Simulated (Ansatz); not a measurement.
**RbH3Pb (model cell, started as cubic perovskite with Pb in the octahedra): following an unstable mode**

Wanted: the energy along a soft mode of RbH3Pb (model cell, started as cubic perovskite with Pb in the octahedra) and the structure at the end.

Method: DFT PBEsol, scalar-relativistic, plane waves, PAW; PAW set soft_1, in Ansatz 0.2.0.

The structure was built from a prototype and need not be the compound's stable phase.

**1. The structure**

Symmetry: Pm-3m, No. 221, cubic system. Conventional cell: a = 4.513 Å, b = 4.513 Å, c = 4.513 Å, α = 90.00°, β = 90.00°, γ = 90.00°. Nearest to Rb lie 12 H at 3.19 Å. Nearest to Pb lie 6 H at 2.26 Å. Nearest to H lie 2 Pb at 2.26 Å and 8 H at 3.19 Å and 4 Rb at 3.19 Å. Farther neighbours are not listed.

**2. Phonons on a q mesh**

The cell comes from relaxations at this level that are not shown. Stability and thermal properties need the whole zone. Linear response on a 4×4×4 q mesh gives force constants as far as a supercell of that size would.

File input.yaml:

```yaml
crystal:
  lattice:
    - [4.5128424719, 0.0, 0.0]
    - [0.0, 4.5128424719, 0.0]
    - [0.0, 0.0, 4.5128424719]
  atoms:
    - { symbol: Rb, position: [0.0, 0.0, 0.0] }
    - { symbol: Pb, position: [0.5, 0.5, 0.5] }
    - { symbol: H, position: [0.5, 0.5, 0.0] }
    - { symbol: H, position: [0.5, 0.0, 0.5] }
    - { symbol: H, position: [0.0, 0.5, 0.5] }
kpoints:
  mp_grid: { grid: [8, 8, 8] }
hamiltonian:
  xc: pbesol
  pseudopotentials: { kind: paw, azcp: { folder: soft_1 }, xc_functional: pbe }
scf:
  occupations: { method: methfessel_paxton, width: 0.2 }
output:
  eigenvalues: true
phonons:
  method: dfpt
  qmesh: [4, 4, 4]
  temperatures: { t_max: 1000, t_step: 50 }
  qpath:
    path:
      - [[0.0, 0.0, 0.0], [0.0, 0.5, 0.0], [0.5, 0.5, 0.0], [0.0, 0.0, 0.0], [0.5, 0.5, 0.5], [0.0, 0.5, 0.0]]
      - [[0.5, 0.5, 0.5], [0.5, 0.5, 0.0]]
    npoints: 10
```

Started as:

```sh
$ ansatz run input.yaml --threads 4 --pin off --max-ram 16384MiB --backend cpu --events-out ev --progress --plain --runs-dir out
```

Numbers of over 12 decimals in the logs are rounded to 6 here.

The program printed:

```text
Engine: ansatz 0.2.0, aarch64-unknown-linux-gnu
Pseudopotentials: kind: paw
Pseudopotential: Rb, paw, valence charge 9, recommended cutoff 420 eV (normal), soft_1/Rb.paw.azcp
Pseudopotential: Pb, paw, valence charge 14, recommended cutoff 420 eV (normal), soft_1/Pb.paw.azcp
Pseudopotential: H, paw, valence charge 1, recommended cutoff 420 eV (normal), soft_1/H.paw.azcp
Functional definition: PBEsol
  exchange = pbesol_x
  correlation = pbesol_c
Crystal: 5 atoms, lattice volume = 91.907 Å³
Basis set: ecut = 420 eV, 1791 PW (Γ), exchange–correlation on 64×64×64 points (8 copies of the dense FFT grid, shifted against one another)
Bands: 18, of which v1, the nominal top of the filled ones, is band 13 counted from 1 (12 counted from 0)
Symmetry: 48 space group operations
k-points: 35 of 512
Non-local potential: Rb, projectors of the file, l = 0: 3, l = 1: 2, l = 2: 2
Non-local potential: Pb, projectors of the file, l = 0: 2, l = 1: 2, l = 2: 2, l = 3: 1
Non-local potential: H, projectors of the file, l = 0: 2, l = 1: 1
PAW form: soft (Blöchl's): semilocal exchange-correlation on the pseudo side does not see the compensation charge
PAW frozen core: Rb, regenerated for the run's functional, and the local potential with it (the file was generated under x = pbe(κ = 0.804, μ = 0.219515), c = pbe(β = 0.066725))
PAW frozen core: Pb, regenerated for the run's functional, and the local potential with it (the file was generated under x = pbe(κ = 0.804, μ = 0.219515), c = pbe(β = 0.066725))
PAW one-centre angular grid: Rb, 110 points (default); XC on 64 Gauss nodes
PAW one-centre angular grid: Pb, 590 points (default); XC on 64 Gauss nodes
PAW one-centre angular grid: H, 110 points (default); XC on 64 Gauss nodes
Initial density: superposition of atomic densities (chi_scale 0.1, normalization cell, long waves kept (reshape's long-wave potential 0.00 eV rms))
Initial wavefunctions: pseudopotential atomic-orbital guess
Functional: x = pbesol(κ = 0.804, μ = 0.123457), c = pbesol(β = 0.046)
SCF iter   1: F=—  HF=-15022.099648 eV  |F-HF|=—  |Δ(HF+E_count)|=         —  Δρ=5.02e-2  dr2=3.49e0  ethr=3.10e-3  ⟨swp⟩=6.0  Hψ=3668  notcnv=0
preconditioner: auto → Kerker (q_TF=auto, 2.211 Å⁻¹)  [metal: Δε(μ)=0.085 eV  Ē_g=13.865 eV  σ=0.200 eV  W_gap=0.33  n_scr=18 (ndim 8)  ℏωp=19.0 eV  f_vac=0.000  D(μ)=0.47/eV (n_scr^D=0)]
SCF iter   2: F=—  HF=-15021.087629 eV  |F-HF|=—  |Δ(HF+E_count)|=    1.01e0  S|Δr|=    0.00e0  Δρ=2.50e-2  dr2=1.04e0  ethr=3.10e-3  ⟨swp⟩=2.8  Hψ=1531  notcnv=0  defer=15
preconditioner: auto → Resta (q_TF=auto, 2.211 Å⁻¹)  ε∞=2.7  [insulator: Δε(μ)=0.130 eV  Ē_g=14.364 eV  σ=0.200 eV  W_gap=0.51  n_scr=18 (ndim 8)  ℏωp=19.0 eV  f_vac=0.000  D(μ)=0.46/eV (n_scr^D=0)  ε∞_Penn≈2.7]
SCF iter   3: F=—  HF=-15020.667199 eV  |F-HF|=—  |Δ(HF+E_count)|=   4.20e-1  S|Δr|=    0.00e0  Δρ=4.69e-3  dr2=2.31e-2  ethr=3.10e-3  ⟨swp⟩=3.3  Hψ=1363  notcnv=0  defer=15
SCF iter   4: F=—  HF=-15020.666025 eV  |F-HF|=—  |Δ(HF+E_count)|=   1.17e-3  S|Δr|=    0.00e0  Δρ=1.15e-3  dr2=8.97e-4  ethr=8.88e-5  ⟨swp⟩=2.5  Hψ=1296  notcnv=0  defer=16
SCF iter   5: F=—  HF=-15020.666096 eV  |F-HF|=—  |Δ(HF+E_count)|=   7.17e-5  S|Δr|=    0.00e0  Δρ=1.95e-4  dr2=3.72e-5  ethr=3.45e-6  ⟨swp⟩=2.0  Hψ=1029  notcnv=0  defer=16
SCF iter   6: F=—  HF=-15020.666139 eV  |F-HF|=—  |Δ(HF+E_count)|=   4.27e-5  S|Δr|=    0.00e0  Δρ=3.83e-5  dr2=1.23e-6  ethr=1.43e-7  ⟨swp⟩=2.7  Hψ=1028  notcnv=0  defer=16
SCF iter   7: F=—  HF=-15020.666144 eV  |F-HF|=—  |Δ(HF+E_count)|=   5.45e-6  S|Δr|=    0.00e0  Δρ=5.18e-6  dr2=3.36e-8  ethr=4.75e-9  ⟨swp⟩=2.3  Hψ=1054  notcnv=0  defer=16
SCF iter   8: F=—  HF=-15020.666144 eV  |F-HF|=—  |Δ(HF+E_count)|=   3.70e-8  S|Δr|=    0.00e0  Δρ=1.61e-6  dr2=2.97e-9  ethr=1.29e-10  ⟨swp⟩=2.9  Hψ=1101  notcnv=0  defer=16
SCF iter   9: F=—  HF=-15020.666144 eV  |F-HF|=—  |Δ(HF+E_count)|=   2.03e-9  S|Δr|=    0.00e0  Δρ=2.79e-7  dr2=4.53e-11  ethr=1.14e-11  ⟨swp⟩=2.5  Hψ=1036  notcnv=0  defer=16
SCF iter  10: F=-15020.666144 eV  HF=-15020.666144 eV  |F-HF|=0.00e0  |Δ(HF+E_count)|=  1.82e-12  S|Δr|=    0.00e0  Δρ=5.47e-8  dr2=2.07e-12  ethr=1.00e-12  ⟨swp⟩=11.1  Hψ=3869  notcnv=0
SCF 1 converged in 10 iterations: F = -15020.666144 eV  dr2 = 2.07e-12
  greatest PAW one-centre occupation: 0.980 electrons in one spin orbital (limit 2), on the Pb atom at site 1 (counted from 0), in its partial waves of l = 2
Initial density: read from a saved state, or passed on in memory by an earlier SCF of this step, an earlier step, the calling program or the single point that the run made first
iter 1 solved again at ethr=3.84e-7 eV; its pass at ethr=3.10e-3 eV (dr2=9.98e-5 eV) is discarded
SCF iter   1: F=—  HF=-15020.666142 eV  |F-HF|=—  |Δ(HF+E_count)|=         —  Δρ=5.89e-7  dr2=1.55e-10  ethr=3.84e-7  ⟨swp⟩=3.4  Hψ=5332  notcnv=0
eigensolver tolerance schedule: the retry pair's looser diagonalisation over-reported the residual by 645062.26 of it (diagonalisation noise at an unbounded share of the residual, at the tolerance the schedule requests for it); recorded, not acted on — ethr = c·dr2/N_el stays at c = 1.0e-1
preconditioner: auto → Resta (q_TF=auto, 2.211 Å⁻¹)  ε∞=2.6  [insulator: Δε(μ)=0.164 eV  Ē_g=15.009 eV  σ=0.200 eV  W_gap=0.55  n_scr=18 (ndim 8)  ℏωp=19.0 eV  f_vac=0.001  D(μ)=0.74/eV (n_scr^D=0)  ε∞_Penn≈2.6]
SCF iter   2: F=—  HF=-15020.666144 eV  |F-HF|=—  |Δ(HF+E_count)|=   2.92e-6  S|Δr|=    0.00e0  Δρ=2.83e-7  dr2=3.76e-11  ethr=1.00e-12  ⟨swp⟩=4.5  Hψ=2030  notcnv=0
SCF iter   3: F=—  HF=-15020.666144 eV  |F-HF|=—  |Δ(HF+E_count)|=  3.64e-12  S|Δr|=    0.00e0  Δρ=1.83e-7  dr2=1.49e-11  ethr=1.00e-12  ⟨swp⟩=4.7  Hψ=2059  notcnv=0
SCF iter   4: F=-15020.666144 eV  HF=-15020.666144 eV  |F-HF|=0.00e0  |Δ(HF+E_count)|=  3.64e-12  S|Δr|=    0.00e0  Δρ=8.59e-8  dr2=3.13e-12  ethr=1.00e-12  ⟨swp⟩=2.0  Hψ=1205  notcnv=0
SCF 2 converged in 4 iterations: F = -15020.666144 eV  dr2 = 3.13e-12
phonons: the bands overlap, so this run is a metal and interpolates without the dipole-dipole term. If the crystal is really an insulator or semiconductor, its LO-TO splitting is missing
NSCF: frozen V_eff on 35 k-points
NSCF: frozen V_eff on 125 k-points
DFPT response loops at q = (0, 0, 0) (fractional): preconditioner auto → Kerker (q_TF=auto, 2.211 Å⁻¹) (partly filled bands, converged f_vac=0.001); β = 1.00, the filter's whole step (`scf.mixing.beta` (0.50) is not read by the response loops under this deck's `scf.mixing.preconditioner`; to damp them name `kerker` or `kerker_dos`, under which they read `scf.mixing.beta`, and type it under 1.00, their step now; both keys bind the ground state too); Broyden in place of MSR1
NSCF: frozen V_eff on 400 k-points
DFPT response loops at q = (0, 0, 0.25) (fractional): mixed as the last ones told, above
NSCF: frozen V_eff on 250 k-points
DFPT response loops at q = (0, 0, -0.5) (fractional): mixed as the last ones told, above
NSCF: frozen V_eff on 640 k-points
DFPT response loops at q = (0, 0.25, 0.25) (fractional): mixed as the last ones told, above
NSCF: frozen V_eff on 400 k-points
DFPT response loops at q = (0, 0.25, -0.5) (fractional): mixed as the last ones told, above
NSCF: frozen V_eff on 250 k-points
DFPT response loops at q = (0, -0.5, -0.5) (fractional): mixed as the last ones told, above
NSCF: frozen V_eff on 1024 k-points
DFPT response loops at q = (0.25, 0.25, 0.25) (fractional): mixed as the last ones told, above
NSCF: frozen V_eff on 640 k-points
DFPT response loops at q = (0.25, 0.25, -0.5) (fractional): mixed as the last ones told, above
NSCF: frozen V_eff on 400 k-points
DFPT response loops at q = (0.25, -0.5, -0.5) (fractional): mixed as the last ones told, above
NSCF: frozen V_eff on 250 k-points
DFPT response loops at q = (-0.5, -0.5, -0.5) (fractional): mixed as the last ones told, above
SCF converged after 10 iterations
Stability not checked: this state was not tested for a lower state beside it, because cold or Methfessel-Paxton smearing, or corrected tetrahedra, fill the levels in a way that the test cannot read (fill_not_monotonic; see scf.lower_state_search)
Free energy (F): -15020.666144 eV
Harris-Foulkes:  -15020.666144 eV  (|F-HF|=0.00e0)
Internal energy: -15020.667695 eV  (E = F + TS)
E sigma→0 (E₀):  -15020.666532 eV
Entropy (-TS):   0.001551 eV (0.310 meV/atom)
Fermi energy:    6.512092 eV
--- Per-component energies (eV) ---
  E_band       = -175.364632
  E_kinetic    = 511.764057
  E_local      = -1831.810306  (includes V_loc(G=0)·N_el)
  E_nonlocal   = 497.859881
  E_hartree    = 629.866910
  E_xc         = -352.751556
  E_vxc        = -300.248205  (∫ρ·V_xc dr)
  E_paw        = -12817.288999  (= ΣΔE_a)
  E_vpaw       = -312.661535  (= ΣTr[D̂ρ^β])
  E_aug_tail   = -0.002389  (compensation charges beyond the density's cutoff)
  E_ewald      = -1658.491135
  E_core_change = 0.185841  (= ΣΔE_core)
  E_smearing   = 0.001551  (= −TS)
  E_closure    = -0.000000  (closes the sum)
  Σ components = -15020.666144   (vs F -15020.666144, Δ=0.00e0)
--- Band table (eV; the first three rows and the last of 35) ---
  k-point 0: bands = [... 9 lower, -4.0322, 3.9634, 3.9634, 6.6549, 6.6549, 6.6549, 6.7397, 11.1505, ... 1 higher]
  k-point 1: bands = [... 9 lower, -3.9116, 3.3706, 4.0041, 5.9859, 6.6506, 6.6506, 8.2961, 10.7403, ... 1 higher]
  k-point 2: bands = [... 9 lower, -3.6101, 2.2205, 4.1088, 6.0678, 6.6359, 6.6359, 9.9450, 9.9986, ... 1 higher]
  k-point 34: bands = [... 9 lower, -1.9725, 1.2865, 1.2865, 1.2865, 9.6185, 9.6185, 9.6185, 12.6175, ... 1 higher]
--- Phonons (Γ-DFPT): 4 representative perturbations + reference (Σ response iterations 13) ---
  ASR residual: 4.909e-5 → 0.000e0 eV/Å²; symmetrization residual: 2.852e-6 eV/Å²
  ASR residual per site (eV/Å²): 1.62e-5 4.91e-5 6.14e-6 6.14e-6 6.14e-6
  Γ frequencies (cm⁻¹): -957.65 -957.65 -957.65 0.00 0.00 0.00 59.69 59.69 59.69 327.73 327.73 327.73 424.99 424.99 424.99
--- Phonons (arbitrary-q DFPT): 10 irreducible q on the 4×4×4 mesh ---
  q = [0.0000, 0.0000, 0.0000] (star 1, of the zone-centre solve; hermiticity 1.76e-6, symmetrization 5.89e-12): -957.65 -957.65 -957.65 -0.00 0.00 0.00 59.69 59.69 59.69 327.73 327.73 327.73 424.99 424.99 424.99
  q = [0.0000, 0.0000, 0.2500] (star 6, 9 solved perturbations in 1560 linear systems a pass and spin channel, the states on 200 of 512 k-point pairs; hermiticity 1.13e-6, symmetrization 2.80e-12): -910.05 -910.05 22.96 22.96 41.57 56.20 56.20 67.44 370.11 370.11 420.21 420.21 426.86 450.37 919.17
  q = [0.0000, 0.0000, -0.5000] (star 3, 9 solved perturbations in 975 linear systems a pass and spin channel, the states on 125 of 512 k-point pairs; hermiticity 9.20e-7, symmetrization 4.84e-9): -889.66 -889.66 43.20 43.20 46.83 46.83 69.27 69.37 377.03 377.03 403.99 403.99 441.32 483.23 1060.74
  q = [0.0000, 0.2500, 0.2500] (star 12, 9 solved perturbations in 2460 linear systems a pass and spin channel, the states on 320 of 512 k-point pairs; hermiticity 1.08e-6, symmetrization 3.64e-13): -890.02 25.36 32.14 54.07 54.16 62.22 72.85 315.08 384.02 417.33 422.24 436.39 522.35 897.71 939.58
  q = [0.0000, 0.2500, -0.5000] (star 12, 15 solved perturbations on 200 of 512 k-point pairs; hermiticity 9.20e-7, symmetrization 1.50e-9): -893.96 43.00 46.23 46.46 48.16 77.98 78.77 263.05 380.07 402.68 421.96 437.75 563.24 903.66 1069.81
  q = [0.0000, -0.5000, -0.5000] (star 3, 9 solved perturbations in 975 linear systems a pass and spin channel, the states on 125 of 512 k-point pairs; hermiticity 8.92e-7, symmetrization 1.07e-9): -916.05 44.67 44.67 46.05 54.79 89.80 89.80 192.50 382.77 382.77 415.43 415.43 614.23 1002.26 1106.48
  q = [0.2500, 0.2500, 0.2500] (star 8, 4 solved perturbations in 1376 linear systems a pass and spin channel, the states on 512 of 512 k-point pairs; hermiticity 5.00e-7, symmetrization 1.86e-12): 37.65 37.65 46.44 69.68 69.68 72.12 316.86 316.86 320.08 492.64 492.64 525.22 871.97 940.96 940.96
  q = [0.2500, 0.2500, -0.5000] (star 12, 9 solved perturbations in 2460 linear systems a pass and spin channel, the states on 320 of 512 k-point pairs; hermiticity 5.75e-7, symmetrization 1.44e-9): 43.14 46.72 53.11 65.36 80.21 80.26 264.82 265.40 320.73 488.74 525.27 557.54 872.65 943.02 1076.81
  q = [0.2500, -0.5000, -0.5000] (star 6, 9 solved perturbations in 1560 linear systems a pass and spin channel, the states on 200 of 512 k-point pairs; hermiticity 4.81e-7, symmetrization 7.52e-10): 51.32 51.32 52.82 73.57 87.34 87.34 186.03 264.90 264.90 520.75 520.75 589.74 887.11 1039.14 1107.66
  q = [-0.5000, -0.5000, -0.5000] (star 1, 4 solved perturbations in 350 linear systems a pass and spin channel, the states on 125 of 512 k-point pairs; hermiticity 1.65e-7, symmetrization 6.23e-10): 58.87 58.87 58.87 89.49 89.49 89.49 178.55 178.55 178.55 563.73 563.73 563.73 962.60 1109.65 1109.65
  sum rule: each row above includes the acoustic sum rule's correction from the zone centre's row sums; it moved no ω² by more than (1.29 cm⁻¹)²
  mesh force constants: q→R imaginary residual 1.43e-18; ASR residual 4.909e-5 → 0.000e0 eV/Å²; symmetrization residual 5.329e-15 eV/Å²
  interpolated dispersion: 62 rows × 15 modes
  density of states and harmonic sums: on the 16×16×16 q-mesh, interpolated from the force constants of a 4×4×4 supercell (no non-analytic term)
  largest difference from the sums on the solved wave vectors: F 1.45e-2 eV, S 6.25e-6 and C_V 1.25e-5 eV/K
  zero-point energy: 0.295401 eV/cell   skipped modes (ω ≤ 0): 174, of them read as no rigid motion or as one in doubt: 171 (9.653e-1 modes/cell left out, lowest -957.65 cm⁻¹)   left out of the sums: 6.44e-2 of the cell's modes: C_V's classical limit lies that fraction below 3 k_B per atom; for a crystal, a wire or a layer, F and S can be off by more, and a phonons.interpolated_qmesh denser along its periods is the remedy for the sampling
```

Run time: 9.3 min. Hardware: 4 threads of Arm Neoverse V1, shared host; peak memory 2 GiB; 36 min of CPU time.

In the SCF lines HF is the Harris–Foulkes energy and dr2 the Hartree energy of the density residual, in eV; the loop may stop once dr2 is under the threshold and the program's other checks hold. Hψ counts applications of the Hamiltonian.

This step gave:

```
volume per atom                                         : 18.38 Å³
gap on the k-mesh                                       : 0 eV
sum-rule residual before enforcement                    : 4.91e-5 eV/Å²
lowest frequency on the path                            : -957.7 cm⁻¹
point group                                             : m-3m
highest frequency on the path or at a solved wavevector : 1130 cm⁻¹
highest optical mode at the zone centre (no LO-TO term) : 425.0 cm⁻¹
lowest optical zone-centre mode                         : -957.6 cm⁻¹
lowest mode on the q mesh (acoustic modes at Γ apart)   : -957.6 cm⁻¹
```

Frequencies (cm⁻¹) solved at each irreducible wavevector; negative means imaginary. Frequencies by wavevector, by row:

```csv
q in reciprocal lattice units,star,mode 1,mode 2,mode 3,mode 4,mode 13,mode 14,mode 15
0 0 0,1,-957.6,-957.6,-957.6,0,425,425,425
0 0 0.25,6,-910,-910,23,23,426.9,450.4,919.2
0 0 -0.5,3,-889.7,-889.7,43.2,43.2,441.3,483.2,1061
0 0.25 0.25,12,-890,25.4,32.1,54.1,522.4,897.7,939.6
0 0.25 -0.5,12,-894,43,46.2,46.5,563.2,903.7,1070
0 -0.5 -0.5,3,-916,44.7,44.7,46,614.2,1002,1106
0.25 0.25 0.25,8,37.6,37.6,46.4,69.7,872,941,941
0.25 0.25 -0.5,12,43.1,46.7,53.1,65.4,872.6,943,1077
0.25 -0.5 -0.5,6,51.3,51.3,52.8,73.6,887.1,1039,1108
-0.5 -0.5 -0.5,1,58.9,58.9,58.9,89.5,962.6,1110,1110
```

Interpolated from a 4×4×4 q mesh. The phonon branches at the labelled points (cm⁻¹):

```csv
point,branch 1,branch 2,branch 3,branch 4,branch 12,branch 13,branch 14,branch 15
Γ,-958,-958,-958,0,328,425,425,425
halfway,-910,-910,23,23,420,427,450,919
X,-890,-890,43,43,404,441,483,1061
halfway,-894,43,46,46,438,563,904,1070
M,-916,45,45,46,415,614,1002,1106
halfway,-890,25,32,54,436,522,898,940
Γ,-958,-958,-958,0,328,425,425,425
halfway,38,38,46,70,525,872,941,941
R,59,59,59,90,564,963,1110,1110
halfway,43,47,53,65,558,873,943,1077
X,-890,-890,43,43,404,441,483,1061
jump to R,59,59,59,90,564,963,1110,1110
halfway,51,51,53,74,590,887,1039,1108
M,-916,45,45,46,415,614,1002,1106
```

Symmetry leaves 10 wavevectors to solve. The lowest mode among them, the acoustic zeros apart, lies at Γ and is imaginary, 957.6i cm⁻¹, so the energy falls along it.

**3. The mode frozen in, largest atomic shift 0 Å**

The mode followed lies at Γ with frequency 957.7i cm⁻¹ and is 3-fold degenerate, the softest among the wavevectors solved. At small amplitude the distorted cell has space group no. 160 by a symmetry search on the positions. The undistorted cell that holds it gives the zero of energy on the same k mesh.

input.yaml, the sections that differ from step 2:

```yaml
output:
  forces: true
  stress: true
  eigenvalues: true
# crystal, kpoints, hamiltonian, scf: as in step 2
# phonons: removed
```

The program printed:

```text
[...]
Crystal: 5 atoms, lattice volume = 91.907 Å³
Basis set: ecut = 420 eV, 1791 PW (Γ), exchange–correlation on 64×64×64 points (8 copies of the dense FFT grid, shifted against one another)
Bands: 18, of which v1, the nominal top of the filled ones, is band 13 counted from 1 (12 counted from 0)
Symmetry: 48 space group operations
[...]
k-points: 35 of 512
[...]
k-point 0: bands = [... 9 lower, -4.0324, 3.9633, 3.9633, 6.6548, 6.6548, 6.6548, 6.7396, 11.1503, ... 1 higher]
  k-point 1: bands = [... 9 lower, -3.9117, 3.3705, 4.0040, 5.9858, 6.6506, 6.6506, 8.2961, 10.7401, ... 1 higher]
  k-point 2: bands = [... 9 lower, -3.6102, 2.2205, 4.1087, 6.0677, 6.6358, 6.6358, 9.9450, 9.9985, ... 1 higher]
  k-point 34: bands = [... 9 lower, -1.9727, 1.2864, 1.2864, 1.2864, 9.6184, 9.6184, 9.6184, 12.6175, ... 1 higher]
[key lines of the parts left out:]
SCF converged after 7 iterations
Free energy (F): -15020.666144 eV
Fermi energy:    6.512025 eV
P = ⅓ Tr σ = -0.0025 GPa (-0.025 kbar)
```

Elapsed: 1.1 s, on 4 threads; peak memory 0.38 GiB.

Numbers from this step:

```
pressure                         : -0.002501 GPa
energy from the undistorted cell : 0 meV/atom
```

The run ends at a pressure of 0.00 GPa.

(Part 1 of 3 ends here.)

[Logs are printed without paths, hosts, clocks, repeated set-up lines and the standing remarks that a program may print on its own settings, such as how far it seeks lower states.]

[Hosts, paths, dates, database ids (printed as entryN), source tags and the programs' standing remarks are cut or masked in the printed files.]
